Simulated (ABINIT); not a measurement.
**InP (F-43m): G0W0 in ABINIT against the bands in the screening**

How does the gap of InP (F-43m) converge in the bands in the screening?

Program: ABINIT 10.8.3. Level of theory: PBE and many-body steps on it, plane waves. Results are calculated unless marked as measured.

Most raw output is cut from this account.

The database entry behind the starting cell differs from later determinations by our own check (0.1 to 0.3 % short, probably kX units), so it need not match the best structure at ambient conditions.

### Step 1. The structure

The structure is cubic, space group F-43m (No. 216). The conventional cell has a = 5.861 Å, b = 5.861 Å, c = 5.861 Å, α = 90.00°, β = 90.00°, γ = 90.00°. Nearest to In lie 4 P at 2.54 Å. Nearest to P lie 4 In at 2.54 Å. Farther neighbours are not listed.

The cell and positions come from the Crystallography Open Database and are kept as given unless a step says otherwise.

### Step 2. Screening, 4×4×4 mesh, 17 bands, screening to 106.1 eV

This step: ABINIT 10.8.3; RPA screening on PBE, plane waves, norm-conserving pseudopotentials.

The RPA dielectric matrix is built and inverted for each q.

Input file run.abi:

```
acell 3*1.0 Angstrom
rprim 
  -0.000000000000 2.930500000000 2.930500000000
  2.930500000000 -0.000000000000 2.930500000000
  2.930500000000 2.930500000000 -0.000000000000
ntypat 2
znucl 49 15
natom 2
typat 1 2
xred 
  0.000000000000 0.000000000000 0.000000000000
  0.250000000000 0.250000000000 0.250000000000
pp_dirpath "pseudos"
pseudos "In.upf, P.upf"
ecut 31
ngkpt 4 4 4
nshiftk 1
shiftk 0 0 0
kptopt 1
chksymbreak 0
istwfk *1
occopt 1
irdwfk 1
optdriver 3
nband 17
ecuteps 3.9
inclvkb 2
awtr 1
symchi 1
indata_prefix "in"
outdata_prefix "out"
tmpdata_prefix "tmp"
```

Launch:

```bash
$ OMP_NUM_THREADS=1 mpirun -n 4 abinit run.abi > log
```

Run time: 3.7 s. Hardware: 4 MPI ranks of Arm Neoverse V1, shared host; peak memory 0.41 GiB.

Numbers from this step:

- ε∞ with local fields, on this mesh, along the program's q direction: 42.17
- the same without local fields: 45.05
- plasma frequency: 22.21 eV
- plane waves in the screening matrix: 137

Local fields lower ε∞ by 6 %. On a Γ-centred mesh this coarse the value itself is usually too large, while a short band sum pulls it down.

### Step 3. 17 bands

The self-energy is evaluated for the states that the input lists, and the levels follow from it, in one-shot runs by the linearised quasiparticle equation.

This step: G0W0 on PBE, plane waves, norm-conserving pseudopotentials.

Changes to run.abi since step 2:

```diff
@@ -23,8 +23,15 @@
 irdwfk 1
-optdriver 3
-nband 17
+optdriver 4
+nband 29
+gwcalctyp 0
+ecutsigx 31
+symsigma 1
+nkptgw 1
+kptgw 
+  0.0000000000 0.0000000000 0.0000000000
+bdgw 
+  7 13
 ecuteps 3.9
-inclvkb 2
-awtr 1
-symchi 1
+irdscr 1
+ppmodel 1
 indata_prefix "in"
```

The job ended after 3.1 s (4 MPI ranks; peak memory 0.38 GiB).

Numbers from this step:

```
G0W0 gap on the points computed              : 1.13 eV
starting gap on the mesh                     : 0.7094 eV
k of the valence top                         : 0, 0, 0
k of the conduction bottom                   : 0, 0, 0
Z at the valence top                         : 0.771
Z at the conduction bottom                   : 0.787
least direct G0W0 gap on the computed points : 1.13 eV
```

The gap on the mesh goes from 0.71 eV to 1.13 eV, a correction of +0.42 eV.

### Step 4. Screening, 4×4×4 mesh, 29 bands, screening to 106.1 eV

This step: RPA screening on PBE, plane waves, norm-conserving pseudopotentials.

Changes to run.abi since step 3:

```diff
@@ -23,15 +23,8 @@
 irdwfk 1
-optdriver 4
+optdriver 3
 nband 29
-gwcalctyp 0
-ecutsigx 31
-symsigma 1
-nkptgw 1
-kptgw 
-  0.0000000000 0.0000000000 0.0000000000
-bdgw 
-  7 13
 ecuteps 3.9
-irdscr 1
-ppmodel 1
+inclvkb 2
+awtr 1
+symchi 1
 indata_prefix "in"
```

Wall time 5.5 s (4 MPI ranks); peak memory 0.45 GiB; 22 s of CPU time.

Numbers from this step:

```yaml
eps_infinity_with_local_fields_on_this_mesh_along_the_program_s_q_direction: 42.45
the_same_without_local_fields: 45.12
plasma_frequency: 22.21 eV
plane_waves_in_the_screening_matrix: 137
```

### Step 5. 29 bands

This step: G0W0 on PBE, plane waves, norm-conserving pseudopotentials.

Changes to run.abi since step 4:

```diff
@@ -23,8 +23,15 @@
 irdwfk 1
-optdriver 3
+optdriver 4
 nband 29
+gwcalctyp 0
+ecutsigx 31
+symsigma 1
+nkptgw 1
+kptgw 
+  0.0000000000 0.0000000000 0.0000000000
+bdgw 
+  7 13
 ecuteps 3.9
-inclvkb 2
-awtr 1
-symchi 1
+irdscr 1
+ppmodel 1
 indata_prefix "in"
```

Elapsed: 3.1 s, on 4 MPI ranks; peak memory 0.34 GiB.

This step gave:

| Property | Result |
| --- | --- |
| G0W0 gap on the points computed | 1.049 eV |
| starting gap on the mesh | 0.7094 eV |
| k of the valence top | 0, 0, 0 |
| k of the conduction bottom | 0, 0, 0 |
| Z at the valence top | 0.773 |
| Z at the conduction bottom | 0.788 |
| least direct G0W0 gap on the computed points | 1.049 eV |

Against the run before, the gap moves by −0.081 eV.

### Step 6. Screening, 4×4×4 mesh, 56 bands, screening to 106.1 eV

This step: RPA screening on PBE, plane waves, norm-conserving pseudopotentials.

Changes to run.abi since step 5:

```diff
@@ -23,15 +23,8 @@
 irdwfk 1
-optdriver 4
-nband 29
-gwcalctyp 0
-ecutsigx 31
-symsigma 1
-nkptgw 1
-kptgw 
-  0.0000000000 0.0000000000 0.0000000000
-bdgw 
-  7 13
+optdriver 3
+nband 56
 ecuteps 3.9
-irdscr 1
-ppmodel 1
+inclvkb 2
+awtr 1
+symchi 1
 indata_prefix "in"
```

The job ended after 9.9 s (4 MPI ranks; peak memory 0.52 GiB).

This step gave:

```
ε∞ with local fields, on this mesh, along the program's q direction : 42.72
the same without local fields                                       : 45.18
plasma frequency                                                    : 22.21 eV
plane waves in the screening matrix                                 : 137
```

### Step 7. 56 bands

This step: G0W0 on PBE, plane waves, norm-conserving pseudopotentials.

Changes to run.abi since step 6:

```diff
@@ -23,8 +23,15 @@
 irdwfk 1
-optdriver 3
-nband 56
+optdriver 4
+nband 29
+gwcalctyp 0
+ecutsigx 31
+symsigma 1
+nkptgw 1
+kptgw 
+  0.0000000000 0.0000000000 0.0000000000
+bdgw 
+  7 13
 ecuteps 3.9
-inclvkb 2
-awtr 1
-symchi 1
+irdscr 1
+ppmodel 1
 indata_prefix "in"
```

It took 3.1 s on 4 MPI ranks; peak memory 0.38 GiB; 12 s of CPU time.

Numbers from this step:

```
G0W0 gap on the points computed              : 1.012 eV
starting gap on the mesh                     : 0.7094 eV
k of the valence top                         : 0, 0, 0
k of the conduction bottom                   : 0, 0, 0
least direct G0W0 gap on the computed points : 1.012 eV
```

Against the run before, the gap moves by −0.037 eV.

### Step 8. The runs together

Times are wall times on 4 MPI ranks of Arm Neoverse V1, shared host, good to a factor of about two. A run's time includes the screening step that it read.

```tsv
run	mesh	bands	screening cutoff (eV)	DFT gap (eV)	gap on the mesh (eV)	direct (eV)	ε∞ used	time
17 bands	4×4×4	29	106.1	0.709	1.130	1.130	42.17	6.8 s
29 bands	4×4×4	29	106.1	0.709	1.049	1.049	42.45	8.6 s
56 bands	4×4×4	29	106.1	0.709	1.012	1.012	42.72	13 s
```

### Step 9. Summary of results

| Quantity | Value |
| --- | --- |
| 17 bands | 1.130 eV |
| 29 bands | 1.049 eV |
| 56 bands | 1.012 eV |
| known limits | not at the basis limit; exchange with frozen shells missing; mesh may overstate the screening; no spin-orbit coupling; coarse k mesh |

The setting moved: bands in the screening. From 17 bands to 56 bands the gap moves by −0.12 eV. The last step still moves it by −0.037 eV. Bands and screening cutoff are coupled, so a series along one setting does not show full convergence. Bands and cutoff are finite, so the gap is not at the basis limit. The miss can reach some tenths of an eV and take either sign; the mesh is an error of its own. In the G0W0 runs levels were corrected at 1 k point alone, so a gap called «on the mesh» is the least over those, and an edge elsewhere would be missed. The 4×4×4 mesh is coarse for this cell, which bears on the long-range parts of exchange and screening. The norm-conserving file of at least one element keeps a d shell over frozen s and p shells of the same row. Exchange with those shells is missing from the self-energy, an error of 0.3 to 0.9 eV in cases checked, whose sign depends on which edge lies on those atoms. The RPA ε∞ on this mesh reaches over 25; with a narrow direct gap a coarse mesh can overstate it, and the correction is then too small. The many-body steps are scalar-relativistic: spin-orbit coupling is not in them.

[Paths, hosts, dates, memory and timing lines, banners, echoed tables and standing remarks are left out of the program output.]

[Logs are printed without paths, hosts, clocks, repeated set-up lines and the standing remarks that a program may print on its own settings, such as how far it seeks lower states.]

[Runs of the session that timed out or met a known fault of the program may be left out.]

[Hosts, paths, dates, database ids (printed as entryN), source tags and the programs' standing remarks are cut or masked in the printed files.]

[G0W0 gaps are taken among the corrected bands and points alone; a level outside them can change the order at an edge.]

[Where Ansatz stands beside ABINIT at settings called matched, ABINIT's density can come from a denser mesh and the files from another edition; pairs whose starting gaps differed by over 0.03 eV were left out, so agreement reads better than it is.]
